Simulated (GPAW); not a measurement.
**The basis that the transmission of C2 in line between two Cu chains needs**

Aim: T(E), conductance and thermopower of C2 in line between two Cu chains, and what cheaper settings cost in accuracy.

Program: GPAW 26.7.0. Level of theory: GPAW LCAO, PAW setups; Landauer transmission from Green's functions with principal layers (ASE), zero bias. Results are calculated unless marked as measured.

This is a report of a sequence of runs, with most program output left out.

**1. The starting structure**

The cell holds 12 atoms: 10 Cu and 2 C. Cell: a = 9.000 Å, b = 9.000 Å, c = 25.403 Å, α = 90.0°, β = 90.0°, γ = 90.0°. Regions: left lead, 5 atoms (5 Cu); channel, 2 atoms (2 C); right lead, 5 atoms (5 Cu). Vacuum lies along a and b. The structure is stacked along c, and the current runs across the ab planes.

**2. Double-zeta polarised basis**

The script solves lead and junction separately, takes H and S in the orbital basis, and joins semi-infinite leads through their self-energies; the dzp basis is the working standard.

run.py

```python
import json
import numpy as np
from ase import Atoms
from ase.transport.calculators import TransportCalculator
from gpaw import GPAW, FermiDirac
from gpaw.lcao.tools import get_lcao_hamiltonian
from scipy.linalg import eigh

# The junction with lead layers at both ends, along the third cell vector
device = Atoms(
    ['Cu', 'Cu', 'Cu', 'Cu', 'Cu', 'C', 'C', 'Cu', 'Cu', 'Cu', 'Cu', 'Cu'],
    positions=[
        [4.50000, 4.50000, 1.15000],
        [4.50000, 4.50000, 3.45000],
        [4.50000, 4.50000, 5.75000],
        [4.50000, 4.50000, 8.05000],
        [4.50000, 4.50000, 10.35000],
        [4.50000, 4.50000, 12.08150],
        [4.50000, 4.50000, 13.32150],
        [4.50000, 4.50000, 15.05300],
        [4.50000, 4.50000, 17.35300],
        [4.50000, 4.50000, 19.65300],
        [4.50000, 4.50000, 21.95300],
        [4.50000, 4.50000, 24.25300]],
    cell=[[9.0, 0.0, 0.0], [0.0, 9.0, 0.0], [0.0, 0.0, 25.403]],
    pbc=True)

# One principal layer of the lead: the first 3 atoms of the device
lead = Atoms(
    ['Cu', 'Cu', 'Cu'],
    positions=[
        [4.50000, 4.50000, 1.15000],
        [4.50000, 4.50000, 3.45000],
        [4.50000, 4.50000, 5.75000]],
    cell=[[9.0, 0.0, 0.0], [0.0, 9.0, 0.0], [0.0, 0.0, 6.9]],
    pbc=True)

settings = dict(mode='lcao', basis='dzp', xc='PBE', h=0.2,
                occupations=FermiDirac(0.1), maxiter=250,
                mixer=dict(beta=0.1, nmaxold=8, weight=100.0),
                convergence=dict(density=0.0001))
energies = np.arange(-2, 2 + 1e-9, 0.05)
eta = 0.0001
n1, n2 = 1, 1
# k and -k transmit alike, so half of the mesh across the current serves
mesh = [(i, j) for i in range(n1) for j in range(n2) if (i, j) <= (-i % n1, -j % n2)]
weights = np.array([1 if (i, j) == (-i % n1, -j % n2) else 2 for i, j in mesh]) / (n1 * n2)

# [... helper functions left out ...]
fermi_lead = ground_state(lead, (1, 1, 16), 'lead.txt')
fermi_device = ground_state(device, (1, 1, 3), 'device.txt')
# [... loop over the mesh left out, but for ...]
        # Shift the lead onto the potential of the device's first layer
        shift = ((H[:, 0, 0] - H0[:, 0, 0]) / S0[0, 0]).real.mean()
# [...]
kT = 8.617333e-5 * 77
bias = [0.1, 0.2, 0.5, 1.0, 1.5, 2.0]
# [... integrals and printing left out ...]
```

Run with:

```sh
$ OMP_NUM_THREADS=1 OPENBLAS_NUM_THREADS=1 python run.py
```

Wall time 65 s (1 thread of Arm Neoverse N1, shared host); peak memory 0.83 GiB.

Numbers from this step:

```yaml
conductance: 0.1969 G₀
thermopower: 4.210 μV/K
largest_coupling_past_the_next_principal_layer: 4.59e-5 eV
largest_misfit_of_the_first_principal_layer: 0.04936 eV
shift_that_aligns_the_lead: -0.001897 eV
basis_functions_of_the_junction: 176
basis_functions_of_a_principal_layer: 45
transmission_at_the_fermi_level_one_spin: 0.1967
```

One spin. Transmission, zone mean against energy, zero at the Fermi level:

```
energy (eV)  transmission, zone mean
     -2.000                   0.0783
     -1.800                   0.0834
     -1.600                    0.347
     -1.400                    0.664
     -1.200                     1.33
     -1.000                     1.41
     -0.900                     1.48
     -0.800                     1.38
     -0.600                     1.06
     -0.400                     1.09
     -0.250                     1.29
     -0.200                     1.24
      0.000                    0.197
      0.200                    0.134
      0.400                    0.100
      0.600                   0.0804
      0.800                   0.0674
      1.000                   0.0586
      1.200                   0.0527
      1.400                   0.0488
      1.600                   0.0462
      1.800                   0.0447
      2.000                   0.0438
```

Not self-consistent under bias; the bias window is split evenly. The current through one cell, from the zero-bias transmission by bias:

```
bias (V)  current through one cell, from the zero-bias transmission (μA)
   0.100                                                            1.53
   0.200                                                            3.11
   0.500                                                            15.1
   1.000                                                            39.0
   1.500                                                            62.0
   2.000                                                            90.9
```

The transmission of the three most open eigenchannels by energy, zero at the Fermi level:

```
energy (eV)  channel 1  channel 2  channel 3
     -2.000     0.0783          0          0
     -1.800     0.0834    3.9e-11    3.9e-11
     -1.600      0.122      0.122      0.104
     -1.400      0.239      0.239      0.187
     -1.200      0.940      0.195      0.195
     -1.000      0.876      0.269      0.269
     -0.800      0.602      0.388      0.388
     -0.600      0.371      0.343      0.343
     -0.400      0.395      0.347      0.347
     -0.200      0.458      0.458      0.329
      0.000      0.197    8.1e-12    8.1e-12
      0.200      0.134          0          0
      0.400      0.100          0          0
      0.600     0.0804          0          0
      0.800     0.0674          0          0
      1.000     0.0586          0          0
      1.200     0.0527          0          0
      1.400     0.0488          0          0
      1.600     0.0462          0          0
      1.800     0.0447          0          0
      2.000     0.0438          0          0
```

Couplings past the next layer reach 4.6e-5 eV, small enough to drop; the matrix elements of the cell's first layer differ from the bulk lead's by up to 0.049 eV. That layer keeps its own values in the calculation, and only beyond it is the lead taken as perfect. The Fermi levels of lead and junction count from different zeros of potential, one for each periodic cell; with both set to zero, the small remaining shift is what aligns them. By hand: G = 0.1969 × 77.48 μS = 15.3 μS, a resistance of 65.5 kΩ; at 0.1 V a linear junction would pass 1.53 μA, and the integral over the bias window gives 1.53 μA. Mott's formula, S = -(π²/3)(k_B²T/e) d ln T/dE, has the prefactor 1.88 μV/K·eV at 77 K; T = 0.2209 at -0.05 eV and 0.1766 at 0.05 eV give a slope of -2.24 per eV and S = 4.20 μV/K, beside 4.21 μV/K from the thermal integral, which interpolates the same grid.

**3. GPAW, szp: basis = "szp(dzp)"**

One radial function a shell plus polarisation makes the matrices smaller; the question is what that costs.

run.py: that of step 2 with these lines changed.

```diff
@@ -37,3 +37,3 @@
 
-settings = dict(mode='lcao', basis='dzp', xc='PBE', h=0.2,
+settings = dict(mode='lcao', basis='szp(dzp)', xc='PBE', h=0.2,
                 occupations=FermiDirac(0.1), maxiter=250,
```

Run time: 58 s. Hardware: 1 thread; peak memory 0.82 GiB.

Numbers from this step:

| Property | Result |
| --- | --- |
| conductance | 0.1956 G₀ |
| thermopower | 4.495 μV/K |
| largest coupling past the next principal layer | 4.61e-5 eV |
| largest misfit of the first principal layer | 0.04930 eV |
| shift that aligns the lead | 9.14e-4 eV |
| basis functions of the junction | 108 |
| basis functions of a principal layer | 27 |
| transmission at the Fermi level (one spin) | 0.1953 |

One spin. Table of transmission, zone mean by energy, zero at the Fermi level:

```
energy (eV)  transmission, zone mean
      -2.00                   0.0863
      -1.85                   0.0922
      -1.70                    0.144
      -1.60                    0.253
      -1.45                    0.468
      -1.30                    0.740
      -1.15                     1.26
      -1.05                     1.40
      -0.90                     1.58
      -0.85                     1.59
      -0.75                     1.44
      -0.60                     1.29
      -0.50                     1.33
      -0.35                     1.62
      -0.20                     1.93
      -0.05                    0.221
       0.00                    0.195
       0.05                    0.174
       0.20                    0.131
       0.35                    0.105
       0.50                   0.0873
       0.60                   0.0788
       0.75                   0.0690
       0.90                   0.0617
       1.05                   0.0561
       1.15                   0.0532
       1.30                   0.0496
       1.45                   0.0469
       1.60                   0.0448
       1.70                   0.0436
       1.85                   0.0422
       2.00                   0.0410
```

Not self-consistent under bias; the bias window is split evenly. Table of current through one cell, from the zero-bias transmission by bias:

```
bias (V)  current through one cell, from the zero-bias transmission (μA)
   0.100                                                            1.52
   0.200                                                            3.12
   0.500                                                            22.4
   1.000                                                            54.9
   1.500                                                            82.2
   2.000                                                             113
```

Table of transmission of the three most open eigenchannels by energy, zero at the Fermi level:

```
energy (eV)  channel 1  channel 2  channel 3
      -2.00     0.0863          0          0
      -1.85     0.0922    1.5e-12    1.5e-12
      -1.70      0.106     0.0194     0.0194
      -1.60      0.123     0.0650     0.0650
      -1.45      0.180      0.144      0.144
      -1.30      0.437      0.152      0.152
      -1.15      0.936      0.161      0.161
      -1.05      0.996      0.201      0.201
      -0.90      0.940      0.322      0.322
      -0.75      0.572      0.436      0.436
      -0.60      0.462      0.462      0.368
      -0.50      0.484      0.484      0.362
      -0.35      0.623      0.623      0.374
      -0.20      0.793      0.793      0.348
      -0.05      0.221    9.6e-10    9.6e-10
       0.00      0.195    2.3e-11    2.3e-11
       0.05      0.174    1.6e-12    1.6e-12
       0.20      0.131          0          0
       0.35      0.105          0          0
       0.50     0.0873          0          0
       0.60     0.0788          0          0
       0.75     0.0690          0          0
       0.90     0.0617          0          0
       1.05     0.0561          0          0
       1.15     0.0532          0          0
       1.30     0.0496          0          0
       1.45     0.0469          0          0
       1.60     0.0448          0          0
       1.70     0.0436          0          0
       1.85     0.0422          0          0
       2.00     0.0410          0          0
```

The conductance, 0.196 G₀, lies 0.7 % below that of the dzp run.

**4. GPAW, sz: basis = "sz(dzp)"**

One function for each valence shell of the setup, as for a first survey of a large system.

run.py: that of step 3 with these lines changed.

```diff
@@ -37,3 +37,3 @@
 
-settings = dict(mode='lcao', basis='szp(dzp)', xc='PBE', h=0.2,
+settings = dict(mode='lcao', basis='sz(dzp)', xc='PBE', h=0.2,
                 occupations=FermiDirac(0.1), maxiter=250,
```

It took 47 s on 1 thread; peak memory 0.79 GiB.

This step gave:

```yaml
conductance: 0.1505 G₀
thermopower: 4.591 μV/K
largest_coupling_past_the_next_principal_layer: 4.64e-5 eV
largest_misfit_of_the_first_principal_layer: 0.06167 eV
shift_that_aligns_the_lead: -0.01028 eV
basis_functions_of_the_junction: 68
basis_functions_of_a_principal_layer: 18
transmission_at_the_fermi_level_one_spin: 0.1502
```

The conductance, 0.150 G₀, lies 24 % below that of the dzp run.

**5. LDA in the dzp basis: xc = "LDA"**

Back in the dzp basis, the functional changes from PBE to LDA, to set the spread between functionals beside that between bases.

run.py: that of step 4 with these lines changed.

```diff
@@ -37,3 +37,3 @@
 
-settings = dict(mode='lcao', basis='sz(dzp)', xc='PBE', h=0.2,
+settings = dict(mode='lcao', basis='dzp', xc='LDA', h=0.2,
                 occupations=FermiDirac(0.1), maxiter=250,
```

The job ended after 52 s (1 thread; peak memory 0.82 GiB).

Numbers from this step:

| Property | Result |
| --- | --- |
| conductance | 0.1852 G₀ |
| thermopower | 4.264 μV/K |
| largest coupling past the next principal layer | 3.59e-5 eV |
| largest misfit of the first principal layer | 0.05236 eV |
| shift that aligns the lead | -0.001098 eV |
| basis functions of the junction | 176 |
| basis functions of a principal layer | 45 |
| transmission at the Fermi level (one spin) | 0.1850 |

One spin. Table of transmission, zone mean by energy, zero at the Fermi level:

```
energy (eV)  transmission, zone mean
     -2.000                   0.0704
     -1.800                   0.0759
     -1.600                    0.353
     -1.400                    0.620
     -1.200                     1.26
     -1.000                     1.36
     -0.900                     1.42
     -0.800                     1.29
     -0.600                    0.975
     -0.400                     1.01
     -0.250                     1.21
     -0.200                     1.18
      0.000                    0.185
      0.200                    0.124
      0.400                   0.0919
      0.600                   0.0726
      0.800                   0.0602
      1.000                   0.0520
      1.200                   0.0466
      1.400                   0.0430
      1.600                   0.0407
      1.800                   0.0394
      2.000                   0.0386
```

The conductance, 0.185 G₀, lies 6.0 % below that of the dzp run.

**6. The ladder**

Times are for 1 thread of Arm Neoverse N1, shared host. The runs compared:

```
no.      run  conductance (G₀)  time  memory (GiB)
  1      dzp            0.1969  65 s          0.83
  2      szp            0.1956  58 s          0.82
  3       sz            0.1505  47 s          0.79
  4  dzp LDA            0.1852  52 s          0.82
```

**7. The levels side by side**

The curves are compared point by point over the common energies.

This step: comparison of transmission and cost over codes and levels (GPAW 26.7.0).

Ladder, by row:

```
   step  code  T at the Fermi level (sum over the listed spins)  conductance (G0)  r.m.s. T(E) from the first  wall time (s)  peak memory (GiB)  threads
    dzp  GPAW                                            0.1967            0.1969                           0          65.42               0.83        1
    szp  GPAW                                            0.1953            0.1956                      0.2048          58.07               0.82        1
     sz  GPAW                                            0.1502            0.1505                      0.3504          46.86               0.79        1
dzp-LDA  GPAW                                             0.185            0.1852                     0.03998          51.82               0.82        1
```

Table of transmission, zone mean, sum over the listed spins by energy, zero at the Fermi level:

```
energy (eV)     dzp     szp      sz  dzp-LDA
      -2.00  0.0783  0.0863  0.0758   0.0704
      -1.85  0.0812  0.0922  0.0758   0.0737
      -1.70   0.151   0.144   0.147    0.155
      -1.50   0.572   0.400   0.279    0.552
      -1.35   0.704   0.599   0.651    0.657
      -1.20    1.33    1.28    1.25     1.26
      -1.05    1.37    1.40    1.39     1.32
      -0.90    1.48    1.58    1.35     1.42
      -0.70    1.19    1.37    1.48     1.11
      -0.55    1.03    1.29    1.76    0.946
      -0.40    1.09    1.50    1.98     1.01
      -0.25    1.29    1.88    2.34     1.21
      -0.10   0.250   0.254   0.200    0.235
       0.00   0.197   0.195   0.150    0.185
       0.10   0.160   0.157   0.122    0.150
       0.25   0.124   0.121  0.0970    0.114
       0.40   0.100  0.0981  0.0822   0.0919
       0.55  0.0846  0.0828  0.0723   0.0766
       0.70  0.0732  0.0721  0.0651   0.0657
       0.90  0.0626  0.0617  0.0585   0.0557
       1.05  0.0569  0.0561  0.0541   0.0505
       1.20  0.0527  0.0519  0.0509   0.0466
       1.35  0.0496  0.0486  0.0484   0.0438
       1.50  0.0474  0.0461  0.0463   0.0417
       1.70  0.0454  0.0436  0.0441   0.0399
       1.85  0.0444  0.0422  0.0428   0.0391
       2.00  0.0438  0.0410  0.0419   0.0386
```

(Continued in part 2 of 2.)

[Logs are printed without paths, hosts, clocks, repeated set-up lines and the standing remarks that a program may print on its own settings, such as how far it seeks lower states.]

[Hosts, paths, dates, database ids (printed as entryN), source tags and the programs' standing remarks are cut or masked in the printed files.]
